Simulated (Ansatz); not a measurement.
# Tc of Au (Fm-3m) from its phonons

Wanted: λ, ω_log and Tc of Au (Fm-3m). The cell shown first is a relaxed one, from steps not shown here.

Method: DFT PBE, scalar-relativistic, plane waves, PAW; PAW set soft_1, in the first sound run; inputs show where later runs differ, in Ansatz 0.2.0.

**1. The cell after earlier relaxation steps**

The structure is cubic, space group Fm-3m (No. 225). The conventional cell has a = 4.159 Å, b = 4.159 Å, c = 4.159 Å, α = 90.00°, β = 90.00°, γ = 90.00°. Nearest to Au lie 12 Au at 2.94 Å.

**2. Electron–phonon run: finite displacements**

The run that gives the couplings also evaluates McMillan's and Allen and Dynes's formulas and, where asked, the Eliashberg equations, over a range of μ*.

input.yaml reads:

```yaml
crystal:
  lattice:
    - [0.0, 2.079711394, 2.079711394]
    - [2.079711394, 0.0, 2.079711394]
    - [2.079711394, 2.079711394, 0.0]
  atoms:
    - { symbol: Au, position: [0.0, 0.0, 0.0] }
kpoints:
  mp_grid: { grid: [12, 12, 12] }
hamiltonian:
  xc: pbe
  pseudopotentials: { kind: paw, azcp: { folder: soft_1 } }
scf:
  occupations: { method: methfessel_paxton, width: 0.2 }
output:
  eigenvalues: true
phonons:
  method: fd
  supercell: [4, 4, 4]
  temperatures: { t_max: 1000, t_step: 50 }
  qpath:
    path:
      - [[0.0, 0.0, 0.0], [0.5, 0.0, 0.5], [0.625, 0.25, 0.625]]
      - [[0.375, 0.375, 0.75], [0.0, 0.0, 0.0], [0.5, 0.5, 0.5], [0.5, 0.25, 0.75], [0.5, 0.0, 0.5]]
    npoints: 6
  electrical_resistivity:
    mesh: [16, 16, 16]
    temperatures: [20.0, 50.0, 80.0, 100.0, 150.0, 200.0, 273.0, 300.0, 400.0, 500.0, 600.0, 800.0]
  superconductivity: { mesh: [16, 16, 16], eliashberg_equations: false }
```

Started as:

```bash
$ ansatz run input.yaml --threads 16 --pin off --max-ram 92160MiB --backend cuda --events-out ev --progress --plain --runs-dir out --max-vram 78GiB
```

Numbers of over 12 decimals in the logs are rounded to 6 here.

What it wrote:

```text
Engine: ansatz 0.2.0, aarch64-unknown-linux-gnu
Pseudopotentials: kind: paw
Pseudopotential: Au, paw, valence charge 19, recommended cutoff 420 eV (normal), soft_1/Au.paw.azcp
Functional definition: PBE
  parameter kappa = 0.804
  parameter beta = 0.066725
  exchange = pbe_x(kappa = kappa, mu = beta*pi^2/3)
  correlation = pbe_c(beta = beta)
[...]
Crystal: 64 atoms, lattice volume = 1151.381 Å³
Basis set: ecut = 420 eV, 22419 PW (Γ), exchange–correlation on 160×160×160 points (8 copies of the dense FFT grid, shifted against one another)
Bands: 896, of which v1, the nominal top of the filled ones, is band 608 counted from 1 (607 counted from 0)
Symmetry: 3072 space group operations
k-points: 4 of 27
Non-local potential: Au, projectors of the file, l = 0: 3, l = 1: 2, l = 2: 2, l = 3: 1
PAW form: soft (Blöchl's): semilocal exchange-correlation on the pseudo side does not see the compensation charge
PAW one-centre angular grid: Au, 590 points (default); XC on 64 Gauss nodes
Initial density: handed on by an earlier stage of this run
Initial wavefunctions: those handed on with the density
[...]
Functional: x = pbe(κ = 0.804, μ = 0.219515), c = pbe(β = 0.066725)
SCF iter   1: F=—  HF=-841676.928651 eV  |F-HF|=—  |Δ(HF+E_count)|=         —  Δρ=4.76e-8  dr2=1.81e-11  ethr=1.00e-12  ⟨swp⟩=3.0  Hψ=8333  notcnv=0
preconditioner: auto → Kerker (q_TF=auto, 2.753 Å⁻¹)  [metal: Δε(μ)=0.099 eV  Ē_g=15.444 eV  σ=0.200 eV  W_gap=0.40  n_scr=410 (ndim 8)  ℏωp=29.0 eV  f_vac=0.000  D(μ)=28.23/eV (n_scr^D=168)]
SCF iter   2: F=-841676.928651 eV  HF=-841676.928651 eV  |F-HF|=1.16e-10  |Δ(HF+E_count)|=  1.16e-10  S|Δr|=    0.00e0  Δρ=1.95e-8  dr2=2.15e-12  ethr=1.00e-12  ⟨swp⟩=3.2  Hψ=6655  notcnv=0
SCF 1 converged in 2 iterations: F = -841676.928651 eV  dr2 = 2.15e-12
  greatest PAW one-centre occupation: 1.000 electrons in one spin orbital (limit 2), on the Au atom at site 63 (counted from 0), in its partial waves of l = 0
[...]
Symmetry: 8 space group operations
k-points: 6 of 27 (time reversal used)
[...]
iter 1 solved again at ethr=4.45e-9 eV; its pass at ethr=3.10e-3 eV (dr2=5.42e-5 eV) is discarded
[...]
SCF iter   8: F=-841676.928635 eV  HF=-841676.928635 eV  |F-HF|=2.33e-10  |Δ(HF+E_count)|=  3.49e-10  S|Δr|=    0.00e0  Δρ=1.01e-8  dr2=3.27e-12  ethr=1.00e-12  ⟨swp⟩=4.0  Hψ=14833  notcnv=0
SCF 2 converged in 8 iterations: F = -841676.928635 eV  dr2 = 3.27e-12
  greatest PAW one-centre occupation: 1.000 electrons in one spin orbital (limit 2), on the Au atom at site 28 (counted from 0), in its partial waves of l = 0
[...]
Crystal: 1 atoms, lattice volume = 17.990 Å³
Basis set: ecut = 420 eV, 339 PW (Γ), exchange–correlation on 40×40×40 points (8 copies of the dense FFT grid, shifted against one another)
Bands: 14, of which v1, the nominal top of the filled ones, is band 10 counted from 1 (9 counted from 0)
[...]
SCF iter   1: F=—  HF=-13151.450975 eV  |F-HF|=—  |Δ(HF+E_count)|=         —  Δρ=6.50e-2  dr2=8.69e-1  ethr=3.10e-3  ⟨swp⟩=3.8  Hψ=4727  notcnv=0
preconditioner: auto → none  [metal: Δε(μ)=0.138 eV  Ē_g=15.070 eV  σ=0.200 eV  W_gap=0.48  n_scr=8 (ndim 8)  ℏωp=29.0 eV  f_vac=0.000  D(μ)=0.50/eV (n_scr^D=0)  sad-step TF]
SCF iter   2: F=—  HF=-13151.244062 eV  |F-HF|=—  |Δ(HF+E_count)|=   2.07e-1  S|Δr|=    0.00e0  Δρ=2.91e-2  dr2=1.70e-1  ethr=3.10e-3  ⟨swp⟩=2.0  Hψ=1895  notcnv=0
SCF iter   3: F=—  HF=-13151.200217 eV  |F-HF|=—  |Δ(HF+E_count)|=   4.38e-2  S|Δr|=    0.00e0  Δρ=4.86e-3  dr2=1.79e-3  ethr=8.97e-4  ⟨swp⟩=2.1  Hψ=1490  notcnv=0
SCF iter   4: F=—  HF=-13151.201850 eV  |F-HF|=—  |Δ(HF+E_count)|=   1.63e-3  S|Δr|=    0.00e0  Δρ=5.28e-4  dr2=3.01e-5  ethr=9.43e-6  ⟨swp⟩=2.3  Hψ=2152  notcnv=0
SCF iter   5: F=—  HF=-13151.201890 eV  |F-HF|=—  |Δ(HF+E_count)|=   4.01e-5  S|Δr|=    0.00e0  Δρ=3.15e-5  dr2=1.07e-7  ethr=1.58e-7  ⟨swp⟩=2.8  Hψ=1752  notcnv=0
SCF iter   6: F=—  HF=-13151.202010 eV  |F-HF|=—  |Δ(HF+E_count)|=   1.20e-4  S|Δr|=    0.00e0  Δρ=8.52e-6  dr2=1.37e-8  ethr=5.64e-10  ⟨swp⟩=2.1  Hψ=1495  notcnv=0
SCF iter   7: F=-13151.202010 eV  HF=-13151.202010 eV  |F-HF|=2.73e-11  |Δ(HF+E_count)|=   4.21e-9  S|Δr|=    0.00e0  Δρ=5.05e-7  dr2=3.59e-11  ethr=1.00e-12  ⟨swp⟩=2.2  Hψ=3045  notcnv=0
SCF 3 converged in 7 iterations: F = -13151.202010 eV  dr2 = 3.59e-11
[...]
SCF converged after 2 iterations
[...]
mean free path at 50 K (of a tensor a third of its trace): 289 nm by what each carries, 264 by the Fermi surface alone
  Hall coefficient in a weak field at 50 K (a third of the trace): -8.721e-11 m³/C (as a tensor it moves by 0.2 % between the two finest meshes); by each state's relaxation time: -8.308e-11 m³/C; by a constant relaxation time: -8.662e-11 m³/C
  mean free path at 80 K (of a tensor a third of its trace): 135 nm by what each carries, 129 by the Fermi surface alone
  Hall coefficient in a weak field at 80 K (a third of the trace): -8.301e-11 m³/C (as a tensor it moves by 1.1 % between the two finest meshes); by each state's relaxation time: -8.092e-11 m³/C; by a constant relaxation time: -8.654e-11 m³/C
  mean free path at 100 K (of a tensor a third of its trace): 101 nm by what each carries, 97.0 by the Fermi surface alone
  Hall coefficient in a weak field at 100 K (a third of the trace): -8.215e-11 m³/C (as a tensor it moves by 1.5 % between the two finest meshes); by each state's relaxation time: -8.045e-11 m³/C; by a constant relaxation time: -8.649e-11 m³/C
  mean free path at 150 K (of a tensor a third of its trace): 63.2 nm by what each carries, 61.0 by the Fermi surface alone
  Hall coefficient in a weak field at 150 K (a third of the trace): -8.145e-11 m³/C (as a tensor it moves by 1.9 % between the two finest meshes); by each state's relaxation time: -8.011e-11 m³/C; by a constant relaxation time: -8.639e-11 m³/C
  mean free path at 200 K (of a tensor a third of its trace): 46.4 nm by what each carries, 44.8 by the Fermi surface alone
  Hall coefficient in a weak field at 200 K (a third of the trace): -8.128e-11 m³/C (as a tensor it moves by 2.1 % between the two finest meshes); by each state's relaxation time: -8.005e-11 m³/C; by a constant relaxation time: -8.635e-11 m³/C
  mean free path at 273 K (of a tensor a third of its trace): 33.5 nm by what each carries, 32.4 by the Fermi surface alone
  Hall coefficient in a weak field at 273 K (a third of the trace): -8.123e-11 m³/C (as a tensor it moves by 2.1 % between the two finest meshes); by each state's relaxation time: -8.005e-11 m³/C; by a constant relaxation time: -8.635e-11 m³/C
  mean free path at 300 K (of a tensor a third of its trace): 30.4 nm by what each carries, 29.4 by the Fermi surface alone
  Hall coefficient in a weak field at 300 K (a third of the trace): -8.124e-11 m³/C (as a tensor it moves by 2.1 % between the two finest meshes); by each state's relaxation time: -8.006e-11 m³/C; by a constant relaxation time: -8.635e-11 m³/C
  mean free path at 400 K (of a tensor a third of its trace): 22.7 nm by what each carries, 21.9 by the Fermi surface alone
  Hall coefficient in a weak field at 400 K (a third of the trace): -8.130e-11 m³/C (as a tensor it moves by 2.0 % between the two finest meshes); by each state's relaxation time: -8.011e-11 m³/C; by a constant relaxation time: -8.638e-11 m³/C
  mean free path at 500 K (of a tensor a third of its trace): 18.1 nm by what each carries, 17.5 by the Fermi surface alone
  Hall coefficient in a weak field at 500 K (a third of the trace): -8.141e-11 m³/C (as a tensor it moves by 1.9 % between the two finest meshes); by each state's relaxation time: -8.017e-11 m³/C; by a constant relaxation time: -8.640e-11 m³/C
  mean free path at 600 K (of a tensor a third of its trace): 15.0 nm by what each carries, 14.5 by the Fermi surface alone
  Hall coefficient in a weak field at 600 K (a third of the trace): -8.153e-11 m³/C (as a tensor it moves by 1.8 % between the two finest meshes); by each state's relaxation time: -8.023e-11 m³/C; by a constant relaxation time: -8.642e-11 m³/C
  mean free path at 800 K (of a tensor a third of its trace): 11.2 nm by what each carries, 10.8 by the Fermi surface alone
  Hall coefficient in a weak field at 800 K (a third of the trace): -8.183e-11 m³/C (as a tensor it moves by 1.7 % between the two finest meshes); by each state's relaxation time: -8.038e-11 m³/C; by a constant relaxation time: -8.645e-11 m³/C
  the resistivity times a path that all electrons share, by the Fermi surface of the deck's mesh alone (a third of the trace): 8.689e-16 Ω·m²
  not converged in the mesh (λ; λ_tr; the resistivity at 20 K by 8.44 %; the resistivity at 50 K by 3.49 %; the resistivity at 80 K by 2.60 %; the resistivity at 100 K by 2.40 %; the resistivity at 150 K by 2.19 %; the resistivity at 200 K by 2.10 %; the resistivity at 273 K by 2.00 %): between neighbouring meshes, the two finest first, λ moves by 4.31 % and 13.08 %, λ_tr by 7.07 % and 18.24 % and the resistivity by up to 8.44 % and 2.32 %; an estimate, no bound, puts it up to 6.6e-7 % above the Boltzmann equation's exact value after up to 5 iterations (at most 30 are made, fewer where the estimate is under 1.0e-6 % of each spin channel's own resistivity)
  vibrations of 64 cells: unjudged by the run; compare a larger repeat
  the changes of the potential over all sites missed a rigid shift's by 0.00 % (the site terms' by 0.08 %)
  at the force constants' own smearing the fine mesh and the k-points of their solves give squared frequencies that differ by 7.1 % of the larger at the most, at (0, 0.25, -0.5)
--- Superconductivity: potentials and phonons of a 4×4×4 supercell ---
  pairing by harmonic phonons, in the closed forms alone; spin fluctuations are left out, and so is spin–orbit coupling
           mesh         λ    ħω_log (meV)  μ* declared at (meV)
       16×16×16    0.1944           8.299                9.712
          8×8×8    0.2028           8.254                9.590
          4×4×4    0.2293           8.128                9.444
  λ by the species' shares of the modes' patterns: Au 0.1944
  transition temperature on the deck's mesh (K), isotropic and anisotropic, restricted to the Fermi surface (FSR) and over the full bandwidth (FBW), and the last with the density of states resolved in a narrower window:
        μ*   McMillan   Allen–Dynes      iso. FSR      iso. FBW    aniso. FSR    aniso. FBW  narrow window
      0.08      0.001         0.001             -             -             -             -              -
      0.10      0.000         0.000             -             -             -             -              -
      0.12      0.000         0.000             -             -             -             -              -
      0.13      0.000         0.000             -             -             -             -              -
      0.14      0.000         0.000             -             -             -             -              -
      0.16      0.000         0.000             -             -             -             -              -
      0.20          -             -             -             -             -             -              -
  not judged without the Eliashberg equations: between neighbouring meshes, the two finest first, λ moves by 4.31 % and 13.08 %
  vibrations of 64 cells: unjudged by the run; compare a larger repeat
  the changes of the potential over all sites missed a rigid shift's by 0.00 % (the site terms' by 0.08 %)
  at the force constants' own smearing the fine mesh and the k-points of their solves give squared frequencies that differ by 7.1 % of the larger at the most, at (0, 0.25, -0.5)
```

Wall time 14 s (1 × NVIDIA GB200 with 16 threads of Arm Neoverse V2, shared host); peak memory 3 GiB.

Numbers from this step:

| Quantity | Value |
| --- | --- |
| volume per atom | 17.99 Å³/atom |
| metallic on mesh | yes |
| gap on the k-mesh | 0 eV |
| zero-point energy | 0.01460 eV/cell |
| share of imaginary modes in the plain interpolation between solved wavevectors | 0 |
| highest frequency, solved or plainly interpolated | 138.3 cm⁻¹ |
| Debye temperature (second moment) | 156 K |
| resistivity at 300 K | 2.954 μΩ cm |
| coupling constant λ | 0.1944 |
| density of states at the Fermi level | 0.1469 states/eV a spin and cell |
| log mean phonon energy ħω_log | 8.299 meV |
| transport coupling constant λ_tr | 0.1969, 0.1969, 0.1969 (xx, yy, zz) |
| Drude plasma energy | 8.707, 8.707, 8.707 eV (xx, yy, zz) |
| resistivity times mean free path | 8.689, 8.689, 8.689 × 10⁻¹⁶ Ω m² (xx, yy, zz) |
| second-moment phonon energy ħω₂ | 9.712 meV |
| coupling λ by branch | 0.0719, 0.0841, 0.0383 (branches by rank of frequency) |

An empty cell: under 1 mK by a formula, or no transition down to the floor of the Eliashberg search. Transition temperatures:

```
  μ*  McMillan Tc (K)  Allen–Dynes Tc (K)
0.08                -                   -
 0.1                -                   -
0.12                -                   -
0.13                -                   -
0.14                -                   -
0.16                -                   -
 0.2                -                   -
```

**3. Coupling and resistivity: r2SCAN at its own relaxed cell**

The functional sets the lattice constant, the bands and the force constants.

This step: DFT r2SCAN, scalar-relativistic, plane waves, PAW; PAW set soft_1 (Ansatz 0.2.0).

Changes to input.yaml since step 2:

```diff
@@ -2,5 +2,5 @@
   lattice:
-    - [0.0, 2.079711394, 2.079711394]
-    - [2.079711394, 0.0, 2.079711394]
-    - [2.079711394, 2.079711394, 0.0]
+    - [0.0, 2.0632543436, 2.0632543436]
+    - [2.0632543436, 0.0, 2.0632543436]
+    - [2.0632543436, 2.0632543436, 0.0]
   atoms:
@@ -10,3 +10,3 @@
 hamiltonian:
-  xc: pbe
+  xc: r2scan
   pseudopotentials: { kind: paw, azcp: { folder: soft_1 } }
@@ -17,4 +17,4 @@
 phonons:
-  method: fd
-  supercell: [4, 4, 4]
+  method: dfpt
+  qmesh: [4, 4, 4]
   temperatures: { t_max: 1000, t_step: 50 }
```

What it wrote:

```text
[...]
Crystal: 1 atoms, lattice volume = 17.567 Å³
Basis set: ecut = 500 eV, 459 PW (Γ), exchange–correlation on 120×120×120 points (125 copies of the dense FFT grid, shifted against one another)
Bands: 14, of which v1, the nominal top of the filled ones, is band 10 counted from 1 (9 counted from 0)
Symmetry: 48 space group operations
k-points: 163 of 1728 (irreducible under 8 space group operations, time reversal used)
[...]
SCF iter   2: F=—  HF=-13165.124988 eV  |F-HF|=—  |Δ(HF+E_count)|=   1.01e-1  S|Δr|=    0.00e0  Δρ=1.55e-2  dr2=1.94e-2  dr2_τ=1.77e-2  ethr=2.35e-3  ⟨swp⟩=2.0  Hψ=3832  notcnv=0
[...]
SCF iter   8: F=-13165.129068 eV  HF=-13165.129068 eV  |F-HF|=3.64e-12  |Δ(HF+E_count)|=  2.18e-10  S|Δr|=    0.00e0  Δρ=7.13e-8  dr2=6.02e-13  dr2_τ=1.17e-13  ethr=1.00e-12  ⟨swp⟩=4.2  Hψ=11768  notcnv=0
SCF 1 converged in 8 iterations: F = -13165.129068 eV  dr2 = 6.02e-13
[...]
DFPT response loops at Γ: preconditioner auto → Kerker (q_TF=auto, 2.764 Å⁻¹) (partly filled bands, converged f_vac=0.000); β = 1.00, the filter's whole step (`scf.mixing.beta` (0.50) is not read by the response loops under this deck's `scf.mixing.preconditioner`; to damp them name `kerker` or `kerker_dos`, under which they read `scf.mixing.beta`, and type it under 1.00, their step now; both keys bind the ground state too); Broyden in place of MSR1
[...]
NSCF: frozen V_eff on 72 k-points, pencils in batches of 32, up to order 56
[...]
NSCF: frozen V_eff on 1872 k-points
[...]
k-points: 72 of 1728
[...]
SCF iter   1: F=—  HF=-13165.225909 eV  |F-HF|=—  |Δ(HF+E_count)|=         —  Δρ=4.73e-2  dr2=4.47e-1  dr2_τ=1.53e-2  ethr=2.35e-3  ⟨swp⟩=1.0  Hψ=6535  notcnv=0
[...]
SCF 2 converged in 8 iterations: F = -13165.129068 eV  dr2 = 5.13e-13
[...]
SCF converged after 8 iterations
[...]
vibrations of 64 cells: unjudged by the run; compare a larger repeat
[...]
--- Superconductivity: potentials and phonons of a 4×4×4 supercell ---
[...]
mesh         λ    ħω_log (meV)  μ* declared at (meV)
       16×16×16    0.2109           8.393                9.890
          8×8×8    0.2181           8.334                9.758
          4×4×4    0.2418           8.290                9.657
  λ by the species' shares of the modes' patterns: Au 0.2109
[...]
0.08      0.002         0.002             -             -             -             -              -
      0.10      0.000         0.000             -             -             -             -              -
      0.12      0.000         0.000             -             -             -             -              -
      0.13      0.000         0.000             -             -             -             -              -
      0.14      0.000         0.000             -             -             -             -              -
      0.16      0.000         0.000             -             -             -             -              -
      0.20          -             -             -             -             -             -              -
[...]
vibrations of 64 cells: unjudged by the run; compare a larger repeat
[...]
```

Run time: 74 s. Hardware: 1 × NVIDIA GB200 with 16 threads; peak memory 2.6 GiB.

This step gave:

| Quantity | Value |
| --- | --- |
| volume per atom | 17.57 Å³/atom |
| zero-point energy | 0.01493 eV/cell |
| highest frequency, solved or plainly interpolated | 143.2 cm⁻¹ |
| Debye temperature (second moment) | 160 K |
| resistivity at 300 K | 2.918 μΩ cm |
| coupling constant λ | 0.2109 |
| density of states at the Fermi level | 0.1359 states/eV a spin and cell |
| log mean phonon energy ħω_log | 8.393 meV |
| transport coupling constant λ_tr | 0.2128, 0.2128, 0.2128 (xx, yy, zz) |
| Drude plasma energy | 9.121, 9.121, 9.121 eV (xx, yy, zz) |
| resistivity times mean free path | 8.515, 8.515, 8.515 × 10⁻¹⁶ Ω m² (xx, yy, zz) |
| second-moment phonon energy ħω₂ | 9.89 meV |
| coupling λ by branch | 0.0783, 0.0921, 0.0405 (branches by rank of frequency) |

An empty cell: under 1 mK by a formula, or no transition down to the floor of the Eliashberg search. Transition temperatures:

```
  μ*  McMillan Tc (K)  Allen–Dynes Tc (K)
0.08          0.00233             0.00235
 0.1                -                   -
0.12                -                   -
0.13                -                   -
0.14                -                   -
0.16                -                   -
 0.2                -                   -
```

[end of part 1 of 2]

[Logs are printed without paths, hosts, clocks, repeated set-up lines and the standing remarks that a program may print on its own settings, such as how far it seeks lower states.]

[Hosts, paths, dates, database ids (printed as entryN), source tags and the programs' standing remarks are cut or masked in the printed files.]
